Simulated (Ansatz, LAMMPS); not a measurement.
# Structural relaxation of aqueous Mg2+ and SO4 2-, 1.6 mol of salt per kg of water, from a frame at 330 K (111 atoms), part 2 of 3

Aim: bring aqueous Mg2+ and SO4 2-, 1.6 mol of salt per kg of water, from a frame at 330 K (111 atoms) to a nearby minimum of the energy and see what moves.

Ansatz 0.2.0; Kohn-Sham DFT, RPBE+D4, PAW (set soft_2), plane waves.

The cell: 39 O, 1 S, 70 H and 1 Mg. The network of contacts between molecules at the start is that of the classical potential that made the cell. The density was typed from a rule of thumb and may lie off the real one at this temperature. Only the Γ point is sampled, in a cell whose shortest periodic width is 10 Å.

So far. Step 3 (Single point at the start): Neighbours are counted within 1.21 Å (H-O), 2.52 Å (O-Mg), 1.88 Å (O-S).

## (4) Relaxation

With the cell held, the atoms are moved downhill towards a nearby minimum.

File input.yaml:

```yaml
crystal:
  lattice:
    - [10.16539, 0.0, 0.0]
    - [0.0, 10.16539, 0.0]
    - [0.0, 0.0, 10.16539]
  atoms:
    [... the 111 atom lines of step 3 ...]
kpoints:
  mp_grid: { grid: [1, 1, 1] }
hamiltonian:
  xc: rpbe
  dispersion: d4
scf:
  occupations: { method: fixed }
output:
  forces: true
relax:
  f_tol: 0.03
  max_steps: 200
```

On the command line:

```console
$ ansatz run input.yaml --threads 4 --pin off --max-ram 8192MiB --backend cpu --events-out ev --progress --plain --runs-dir out
```

Numbers of over 12 decimals in the logs are rounded to 6 here.

Log:

```text
[...]
Crystal: 111 atoms, lattice volume = 1050.442 Å³
Basis set: ecut = 420 eV, 20377 PW (Γ), exchange–correlation on 144×144×144 points (8 copies of the dense FFT grid, shifted against one another)
Bands: 271, of which v1, the nominal top of the filled ones, is band 160 counted from 1 (159 counted from 0)
Symmetry: 1 space group operations
[...]
k-points: 1
[...]
SCF iter   1: F=—  HF=-26174.487095 eV  |F-HF|=—  |Δ(HF+E_count)|=         —  Δρ=4.83e-3  dr2=1.74e-1  ethr=1.77e-3  ⟨swp⟩=4.0  Hψ=936  notcnv=0  defer=108
[...]
SCF iter   3: F=—  HF=-26174.357001 eV  |F-HF|=—  |Δ(HF+E_count)|=   2.56e-2  Δρ=1.07e-3  dr2=9.76e-3  ethr=1.26e-5  ⟨swp⟩=3.0  Hψ=327  notcnv=0  defer=44
automatic band count: iteration 3 solves 206 bands in place of 271: the levels show a gap, and the empty bands left out lie too high to hold charge; the band table lists the bands solved (type scf.n_extra_bands for more)
SCF iter   4: F=—  HF=-26174.355746 eV  |F-HF|=—  |Δ(HF+E_count)|=   1.26e-3  Δρ=2.07e-4  dr2=4.13e-4  ethr=3.05e-6  ⟨swp⟩=2.0  Hψ=364  notcnv=0  defer=44
[...]
SCF iter   6: F=-26174.355804 eV  HF=-26174.355813 eV  |F-HF|=8.77e-6  |Δ(HF+E_count)|=   6.41e-6  Δρ=4.14e-5  dr2=1.41e-5  ethr=7.03e-9  ⟨swp⟩=5.0  Hψ=737  notcnv=0
SCF 1 converged in 6 iterations: F = -26174.355804 eV  dr2 = 1.41e-5
[...]
relax step   1: F+E_penalty+E_count = -26174.35580375 eV  Δ(F+E_penalty+E_count) = +0.000e0 eV  max|allowed force component| = 3.155e0 eV/Å  Δτ_max = 0.0000 Å  (6 SCF iters, dr2 threshold 2.25e-5 eV, accepted)
[... from here on, the SCF cycles and remarks between the steps are left out ...]
relax step   2: F+E_penalty+E_count = -26177.49530995 eV  Δ(F+E_penalty+E_count) = -3.140e0 eV  max|allowed force component| = 1.835e0 eV/Å  Δτ_max = 0.1951 Å  (7 SCF iters, dr2 threshold 1.00e-4 eV, accepted)
relax step   3: F+E_penalty+E_count = -26178.77400762 eV  Δ(F+E_penalty+E_count) = -1.279e0 eV  max|allowed force component| = 9.930e-1 eV/Å  Δτ_max = 0.1949 Å  (6 SCF iters, dr2 threshold 1.00e-4 eV, accepted)
relax step   4: F+E_penalty+E_count = -26179.39035591 eV  Δ(F+E_penalty+E_count) = -6.163e-1 eV  max|allowed force component| = 6.798e-1 eV/Å  Δτ_max = 0.2000 Å  (6 SCF iters, dr2 threshold 1.00e-4 eV, accepted)
relax step   5: F+E_penalty+E_count = -26179.70792421 eV  Δ(F+E_penalty+E_count) = -3.176e-1 eV  max|allowed force component| = 2.219e0 eV/Å  Δτ_max = 0.1953 Å  (6 SCF iters, dr2 threshold 1.00e-4 eV, accepted)
relax step   6: F+E_penalty+E_count = -26180.00520265 eV  Δ(F+E_penalty+E_count) = -2.973e-1 eV  max|allowed force component| = 1.184e0 eV/Å  Δτ_max = 0.2000 Å  (6 SCF iters, dr2 threshold 1.00e-4 eV, accepted)
relax step   7: F+E_penalty+E_count = -26180.20053691 eV  Δ(F+E_penalty+E_count) = -1.953e-1 eV  max|allowed force component| = 2.482e-1 eV/Å  Δτ_max = 0.2000 Å  (6 SCF iters, dr2 threshold 1.00e-4 eV, accepted)
relax step   8: F+E_penalty+E_count = -26180.24285158 eV  Δ(F+E_penalty+E_count) = -4.231e-2 eV  max|allowed force component| = 1.566e-1 eV/Å  Δτ_max = 0.2000 Å  (7 SCF iters, dr2 threshold 3.85e-6 eV, accepted)
relax step   9: F+E_penalty+E_count = -26180.27614273 eV  Δ(F+E_penalty+E_count) = -3.329e-2 eV  max|allowed force component| = 4.298e-1 eV/Å  Δτ_max = 0.1950 Å  (7 SCF iters, dr2 threshold 1.53e-6 eV, accepted)
relax step  10: F+E_penalty+E_count = -26180.30631966 eV  Δ(F+E_penalty+E_count) = -3.018e-2 eV  max|allowed force component| = 3.446e-1 eV/Å  Δτ_max = 0.1381 Å  (5 SCF iters, dr2 threshold 7.35e-5 eV, accepted)
relax step  11: F+E_penalty+E_count = -26180.35645612 eV  Δ(F+E_penalty+E_count) = -5.014e-2 eV  max|allowed force component| = 5.508e-2 eV/Å  Δτ_max = 0.2000 Å  (6 SCF iters, dr2 threshold 7.63e-5 eV, accepted)
relax step  12: F+E_penalty+E_count = -26180.35646865 eV  Δ(F+E_penalty+E_count) = -1.253e-5 eV  max|allowed force component| = 5.471e-2 eV/Å  Δτ_max = 0.0000 Å  (5 SCF iters, accepted)
relax step  13: F+E_penalty+E_count = -26180.38135102 eV  Δ(F+E_penalty+E_count) = -2.488e-2 eV  max|allowed force component| = 4.164e-1 eV/Å  Δτ_max = 0.1950 Å  (9 SCF iters, accepted)
relax step  14: F+E_penalty+E_count = -26180.39575434 eV  Δ(F+E_penalty+E_count) = -1.440e-2 eV  max|allowed force component| = 4.482e-1 eV/Å  Δτ_max = 0.1936 Å  (5 SCF iters, dr2 threshold 1.00e-4 eV, accepted)
relax step  15: F+E_penalty+E_count = -26180.41099505 eV  Δ(F+E_penalty+E_count) = -1.524e-2 eV  max|allowed force component| = 3.013e-1 eV/Å  Δτ_max = 0.1413 Å  (5 SCF iters, dr2 threshold 1.00e-4 eV, accepted)
relax step  16: F+E_penalty+E_count = -26180.42932748 eV  Δ(F+E_penalty+E_count) = -1.833e-2 eV  max|allowed force component| = 2.000e-1 eV/Å  Δτ_max = 0.1951 Å  (6 SCF iters, dr2 threshold 4.10e-5 eV, accepted)
relax step  17: F+E_penalty+E_count = -26180.44130074 eV  Δ(F+E_penalty+E_count) = -1.197e-2 eV  max|allowed force component| = 2.537e-1 eV/Å  Δτ_max = 0.1949 Å  (6 SCF iters, dr2 threshold 1.76e-5 eV, accepted)
relax step  18: F+E_penalty+E_count = -26180.45245514 eV  Δ(F+E_penalty+E_count) = -1.115e-2 eV  max|allowed force component| = 5.559e-1 eV/Å  Δτ_max = 0.1471 Å  (6 SCF iters, dr2 threshold 2.83e-5 eV, accepted)
relax step  19: F+E_penalty+E_count = -26180.47014407 eV  Δ(F+E_penalty+E_count) = -1.769e-2 eV  max|allowed force component| = 3.934e-1 eV/Å  Δτ_max = 0.1043 Å  (5 SCF iters, dr2 threshold 1.00e-4 eV, accepted)
relax step  20: F+E_penalty+E_count = -26180.48407289 eV  Δ(F+E_penalty+E_count) = -1.393e-2 eV  max|allowed force component| = 1.430e-1 eV/Å  Δτ_max = 0.1087 Å  (6 SCF iters, dr2 threshold 7.75e-5 eV, accepted)
relax step  21: F+E_penalty+E_count = -26180.49002150 eV  Δ(F+E_penalty+E_count) = -5.949e-3 eV  max|allowed force component| = 1.325e-1 eV/Å  Δτ_max = 0.0435 Å  (7 SCF iters, dr2 threshold 2.70e-6 eV, accepted)
relax step  22: F+E_penalty+E_count = -26180.49380554 eV  Δ(F+E_penalty+E_count) = -3.784e-3 eV  max|allowed force component| = 1.079e-1 eV/Å  Δτ_max = 0.0361 Å  (6 SCF iters, dr2 threshold 2.32e-6 eV, accepted)
relax step  23: F+E_penalty+E_count = -26180.49662630 eV  Δ(F+E_penalty+E_count) = -2.821e-3 eV  max|allowed force component| = 7.444e-2 eV/Å  Δτ_max = 0.0395 Å  (6 SCF iters, dr2 threshold 7.74e-6 eV, accepted)
relax step  24: F+E_penalty+E_count = -26180.49852853 eV  Δ(F+E_penalty+E_count) = -1.902e-3 eV  max|allowed force component| = 4.229e-2 eV/Å  Δτ_max = 0.0450 Å  (6 SCF iters, dr2 threshold 2.63e-6 eV, accepted)
relax step  25: F+E_penalty+E_count = -26180.50077371 eV  Δ(F+E_penalty+E_count) = -2.245e-3 eV  max|allowed force component| = 3.216e-2 eV/Å  Δτ_max = 0.0718 Å  (8 SCF iters, accepted)
relax step  26: F+E_penalty+E_count = -26180.50307763 eV  Δ(F+E_penalty+E_count) = -2.304e-3 eV  max|allowed force component| = 4.883e-2 eV/Å  Δτ_max = 0.0893 Å  (8 SCF iters, accepted)
relax step  27: F+E_penalty+E_count = -26180.50637189 eV  Δ(F+E_penalty+E_count) = -3.294e-3 eV  max|allowed force component| = 6.685e-2 eV/Å  Δτ_max = 0.1199 Å  (7 SCF iters, dr2 threshold 1.38e-6 eV, accepted)
relax step  28: F+E_penalty+E_count = -26180.51163335 eV  Δ(F+E_penalty+E_count) = -5.261e-3 eV  max|allowed force component| = 2.654e-1 eV/Å  Δτ_max = 0.1923 Å  (7 SCF iters, dr2 threshold 4.47e-6 eV, accepted)
relax step  29: F+E_penalty+E_count = -26180.52403605 eV  Δ(F+E_penalty+E_count) = -1.240e-2 eV  max|allowed force component| = 2.247e-1 eV/Å  Δτ_max = 0.1536 Å  (6 SCF iters, dr2 threshold 7.04e-5 eV, accepted)
relax step  30: F+E_penalty+E_count = -26180.54055886 eV  Δ(F+E_penalty+E_count) = -1.652e-2 eV  max|allowed force component| = 2.416e-1 eV/Å  Δτ_max = 0.1934 Å  (6 SCF iters, dr2 threshold 3.62e-5 eV, accepted)
relax step  31: F+E_penalty+E_count = -26180.56982737 eV  Δ(F+E_penalty+E_count) = -2.927e-2 eV  max|allowed force component| = 2.656e-1 eV/Å  Δτ_max = 0.1105 Å  (6 SCF iters, dr2 threshold 4.19e-5 eV, accepted)
relax step  32: F+E_penalty+E_count = -26180.60785847 eV  Δ(F+E_penalty+E_count) = -3.803e-2 eV  max|allowed force component| = 1.315e-1 eV/Å  Δτ_max = 0.2000 Å  (6 SCF iters, dr2 threshold 7.06e-5 eV, accepted)
relax step  33: F+E_penalty+E_count = -26180.61468666 eV  Δ(F+E_penalty+E_count) = -6.828e-3 eV  max|allowed force component| = 5.048e-1 eV/Å  Δτ_max = 0.1999 Å  (7 SCF iters, dr2 threshold 4.24e-6 eV, accepted)
relax step  34: F+E_penalty+E_count = -26180.62445672 eV  Δ(F+E_penalty+E_count) = -9.770e-3 eV  max|allowed force component| = 2.416e-1 eV/Å  Δτ_max = 0.0489 Å  (6 SCF iters, dr2 threshold 6.25e-5 eV, accepted)
relax step  35: F+E_penalty+E_count = -26180.62991017 eV  Δ(F+E_penalty+E_count) = -5.453e-3 eV  max|allowed force component| = 7.047e-2 eV/Å  Δτ_max = 0.0552 Å  (6 SCF iters, dr2 threshold 1.34e-5 eV, accepted)
relax step  36: F+E_penalty+E_count = -26180.63205079 eV  Δ(F+E_penalty+E_count) = -2.141e-3 eV  max|allowed force component| = 5.844e-2 eV/Å  Δτ_max = 0.0532 Å  (8 SCF iters, accepted)
relax step  37: F+E_penalty+E_count = -26180.63347239 eV  Δ(F+E_penalty+E_count) = -1.422e-3 eV  max|allowed force component| = 2.713e-2 eV/Å  Δτ_max = 0.0222 Å  (7 SCF iters, accepted)
SCF converged after 7 iterations
Free energy (F): -26180.633472 eV
[...]
Internal energy: -26180.633472 eV  (E = F + TS)
E sigma→0 (E₀):  -26180.633472 eV
Fermi energy:    -1.860994 eV
[...]
--- Forces (eV/Å), atoms counted from 1 ---
  atom   1  O     -0.00174350     0.00024125    -0.00033184
  atom   2  S      0.01472723     0.00004770    -0.01818845
  atom   3  O      0.00039017    -0.00178355     0.01378037
  atom   4  O     -0.00878632     0.00961957     0.01174168
  atom   5  O     -0.01150314    -0.00122561    -0.00491502
  atom   6  O     -0.00394050    -0.01400885     0.00337503
  atom   7  H      0.00141481     0.01310745    -0.00309927
  atom   8  H     -0.00331865    -0.00156532     0.00249421
  atom   9  O      0.00370045     0.00064493     0.00272930
  atom  10  H     -0.00173724     0.00155284    -0.00112879
  atom  11  H     -0.00770412     0.00097474    -0.00253116
  atom  12  O     -0.00030028    -0.00414036    -0.00249301
  atom  13  H      0.00138595     0.00210704     0.00082787
  atom  14  H     -0.00061015     0.00183316     0.00005271
[...]
atom 110  H     -0.00126720     0.00012732     0.00558535
  atom 111  Mg     0.00502178     0.01092130     0.00417253
  max |Σ_I F_I| component: 1.48e-4 eV/Å
--- Relaxed structure (37 steps of the walk, 37 accepted, 0 SCFs on fresh bases) ---
  F+E_penalty+E_count = -26180.63347239 eV   max|allowed force component| = 2.713e-2 eV/Å
  atoms:
    - { symbol: O, position: [0.863011, 0.621132, 0.793335] }
    - { symbol: S, position: [0.010590, 0.611630, 0.802769] }
    - { symbol: O, position: [0.047784, 0.557956, 0.934425] }
    - { symbol: O, position: [0.057826, 0.519754, 0.695877] }
[...]
- { symbol: Mg, position: [0.757864, 0.020858, 0.899235] }
```

Run time: 5.6 min. Hardware: 4 threads of Arm Neoverse V1, shared host; peak memory 1.1 GiB.

The steps of the relaxation (22 of 37):

```
step  energy less that of the first step (eV)  largest force component (eV/Å)
   1                                   0.0000                          3.1546
   3                                  -4.4182                          0.9930
   4                                  -5.0346                          0.6798
   6                                  -5.6494                          1.1844
   8                                  -5.8870                          0.1566
  10                                  -5.9505                          0.3446
  11                                  -6.0007                          0.0551
  13                                  -6.0255                          0.4164
  15                                  -6.0552                          0.3013
  16                                  -6.0735                          0.2000
  18                                  -6.0967                          0.5559
  20                                  -6.1283                          0.1430
  22                                  -6.1380                          0.1080
  23                                  -6.1408                          0.0744
  25                                  -6.1450                          0.0322
  27                                  -6.1506                          0.0669
  28                                  -6.1558                          0.2654
  30                                  -6.1848                          0.2416
  32                                  -6.2521                          0.1315
  34                                  -6.2687                          0.2416
  35                                  -6.2741                          0.0705
  37                                  -6.2777                          0.0271
```

The atoms that moved most (Å):

| atom | dx | dy | dz | length |
| --- | --- | --- | --- | --- |
| H37 | -0.993 | 0.218 | -1.480 | 1.795 |
| H59 | 0.822 | -1.309 | 0.352 | 1.585 |
| H85 | -0.497 | -1.338 | 0.261 | 1.451 |
| O48 | 0.643 | 0.983 | -0.288 | 1.209 |
| H94 | 0.583 | 0.597 | 0.751 | 1.122 |
| H106 | 0.927 | 0.486 | -0.395 | 1.119 |
| H86 | 0.690 | -0.623 | -0.496 | 1.053 |
| O36 | -0.456 | 0.065 | -0.943 | 1.049 |

The relaxation changed the energy by -56.6 meV/atom, and atoms moved by 0.63 Å r.m.s., 1.8 Å at most.

## (5) Local order after relaxation

Bonds before and after, by the cutoffs listed below:

```csv
pair,bonds before,bonds after,mean before (Å),mean after (Å),spread before (Å),spread after (Å)
H-O,70,70,1.000,0.986,0.000,0.007
O-Mg,6,6,2.078,2.096,0.028,0.031
O-S,4,4,1.446,1.503,0.014,0.007
```

Density 1.19 g/cm³, 9.463 Å³ an atom.

Pair distribution functions g(r), in bins of 0.2 Å:

| r (Å) | total | H-H | H-O | H-Mg | H-S | O-O | O-Mg |
| --- | --- | --- | --- | --- | --- | --- | --- |
| 0.90 | 4.85 | 0.00 | 10.95 | 0.00 | 0.00 | 0.00 | 0.00 |
| 1.10 | 0.13 | 0.00 | 0.29 | 0.00 | 0.00 | 0.00 | 0.00 |
| 1.30 | 0.00 | 0.00 | 0.00 | 0.00 | 0.00 | 0.00 | 0.00 |
| 1.50 | 0.99 | 2.18 | 0.00 | 0.00 | 0.00 | 0.00 | 0.00 |
| 1.70 | 0.70 | 0.26 | 1.35 | 0.00 | 0.00 | 0.00 | 0.00 |
| 1.90 | 0.67 | 0.04 | 1.47 | 0.00 | 0.00 | 0.00 | 0.00 |
| 2.10 | 0.61 | 1.01 | 0.25 | 0.00 | 0.00 | 0.00 | 14.70 |
| 2.30 | 0.61 | 1.50 | 0.03 | 0.00 | 0.00 | 0.00 | 0.00 |
| 2.50 | 0.53 | 1.17 | 0.00 | 0.00 | 0.00 | 0.55 | 0.00 |
| 2.70 | 0.73 | 0.53 | 0.10 | 9.63 | 1.55 | 2.79 | 0.00 |
| 2.90 | 1.00 | 0.85 | 0.79 | 0.00 | 3.54 | 2.25 | 0.00 |
| 3.10 | 1.12 | 0.69 | 1.72 | 0.00 | 1.90 | 0.52 | 0.00 |
| 3.30 | 1.17 | 0.72 | 1.86 | 0.00 | 0.53 | 0.40 | 0.00 |
| 3.50 | 1.09 | 1.16 | 1.16 | 0.00 | 0.98 | 0.85 | 0.00 |
| 3.70 | 1.14 | 1.29 | 1.09 | 0.00 | 0.00 | 0.96 | 0.00 |
| 3.90 | 1.14 | 1.25 | 1.00 | 0.00 | 1.19 | 1.23 | 0.00 |
| 4.10 | 1.10 | 1.19 | 0.97 | 1.05 | 1.04 | 1.25 | 2.49 |
| 4.30 | 1.12 | 1.06 | 1.14 | 0.65 | 1.91 | 1.07 | 3.96 |
| 4.50 | 1.03 | 0.98 | 1.06 | 2.08 | 1.74 | 1.10 | 0.00 |
| 4.70 | 1.03 | 1.06 | 0.96 | 2.20 | 0.56 | 1.11 | 1.92 |
| 4.90 | 0.94 | 0.90 | 0.96 | 2.00 | 0.49 | 0.94 | 0.44 |

Bonds by pair of elements; cutoffs follow the first minimum of g(r), held within bounds set by covalent radii, and pairs that aren't listed don't count as bonded:

```csv
pair A-B,cutoff (Å),bonds,mean length (Å),spread (Å),shortest (Å),B about A,A about B
H-O,1.21,70,0.986,0.007,0.971,1,1.79
O-Mg,2.52,6,2.10,0.031,2.06,0.154,6
O-S,1.93,4,1.50,0.007,1.49,0.103,4
```

How many atoms have how many bonded neighbours:

| element | mean | 1 | 2 | 3 | 4 | 6 |
| --- | --- | --- | --- | --- | --- | --- |
| H | 1 | 70 | 0 | 0 | 0 | 0 |
| Mg | 6 | 0 | 0 | 0 | 0 | 1 |
| O | 2.05 | 4 | 29 | 6 | 0 | 0 |
| S | 4 | 0 | 0 | 0 | 1 | 0 |

Bond angles (no mean is given where the spread exceeds 20°):

```csv
angle,count,mean (°),spread (°)
H-O-H,35,105,2.3
O-Mg-O,15,-,-
H-O-Mg,12,121,4.6
O-S-O,6,110,0.7
```

Hydrogen bonds between water molecules (O–O under 3.5 Å, H–O···O angle under 30°):

```csv
hydrogen bonds to other water,molecules
0,0
1,2
2,4
3,13
4,15
5,1
```

First shells of the ions:

```csv
ion,count,shell,mean number
Mg,1,water O within 2.8 A,6
```

Bond length by coordination (bonds to H left out):

```
element  coordination  atoms  mean bond length (Å)
      O             1      4                  1.50
      O             3      6                  2.10
```

By these cutoffs all H atoms have 1, all Mg atoms have 6, 74 % of O atoms have 2 and all S atoms have 4 bonded neighbours. The H-O-H angle averages 105° with a spread of 2°. The 35 water molecules hold 3.26 hydrogen bonds each to other water on average, with a mean O–O distance of 2.81 Å. Ion shells in this frame: Mg 6.0 (water O within 2.8 Å).

(Continued in part 3 of 3.)

[Logs are printed without paths, hosts, clocks, repeated set-up lines and the standing remarks that a program may print on its own settings, such as how far it seeks lower states.]

[Hosts, paths, dates, database ids (printed as entryN), source tags and the programs' standing remarks are cut or masked in the printed files.]
